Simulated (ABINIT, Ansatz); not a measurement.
An input for ABINIT 10.8.3 (CO2 (P4_2/mnm)):

```
acell 3*1.0 Angstrom
rprim 
  4.227212790000 0.000000000000 0.000000000000
  0.000000000000 4.227212790000 0.000000000000
  0.000000000000 0.000000000000 4.687771590000
ntypat 2
znucl 6 8
natom 6
typat 1 1 2 2 2 2
xred 
  0.500000000000 0.500000000000 0.500000000000
  0.000000000000 0.000000000000 0.000000000000
  0.304826860000 0.695173140000 0.500000000000
  0.695173140000 0.304826860000 0.500000000000
  0.195173140000 0.195173140000 0.000000000000
  0.804826860000 0.804826860000 0.000000000000
pp_dirpath "pseudos"
pseudos "C.upf, O.upf"
ecut 37
ngkpt 4 4 4
nshiftk 1
shiftk 0.11 0.21 0.31
kptopt 3
chksymbreak 0
istwfk *1
occopt 1
irdwfk 1
optdriver 99
bs_calctype 1
mbpt_sciss 3.872 eV
bs_loband 7
nband 22
bs_exchange_term 1
bs_coulomb_term 21
bs_coupling 0
bs_algorithm 2
bs_freq_mesh 0 17 0.1 eV
zcut 0.15 eV
ecuteps 3
ecutwfn 18.5
inclvkb 2
mdf_epsinf 2.05
irdden 1
bs_haydock_niter 300
bs_haydock_tol -0.02 0
indata_prefix "in"
outdata_prefix "out"
tmpdata_prefix "tmp"
```

```sh
OMP_NUM_THREADS=1 mpirun -n 4 abinit run.abi > log
```

Question: Estimate wall time and host memory on 4 MPI ranks of AMD EPYC 7R32 (Zen 2), shared host.

It took 6.1 min; on shared hardware allow 3.1 min to 12 min. Peak host memory was 1.5 GiB.

The kernel grows as the square of the matrix size, and full diagonalisation as its cube.

[Paths, hosts, dates, memory and timing lines, banners, echoed tables and standing remarks are left out of the program output.]

[Logs are printed without paths, hosts, clocks, repeated set-up lines and the standing remarks that a program may print on its own settings, such as how far it seeks lower states.]

[Runs of the session that timed out or met a known fault of the program may be left out.]

[Hosts, paths, dates, database ids (printed as entryN), source tags and the programs' standing remarks are cut or masked in the printed files.]

[G0W0 gaps are taken among the corrected bands and points alone; a level outside them can change the order at an edge.]

[Where Ansatz stands beside ABINIT at settings called matched, ABINIT's density can come from a denser mesh and the files from another edition; pairs whose starting gaps differed by over 0.03 eV were left out, so agreement reads better than it is.]
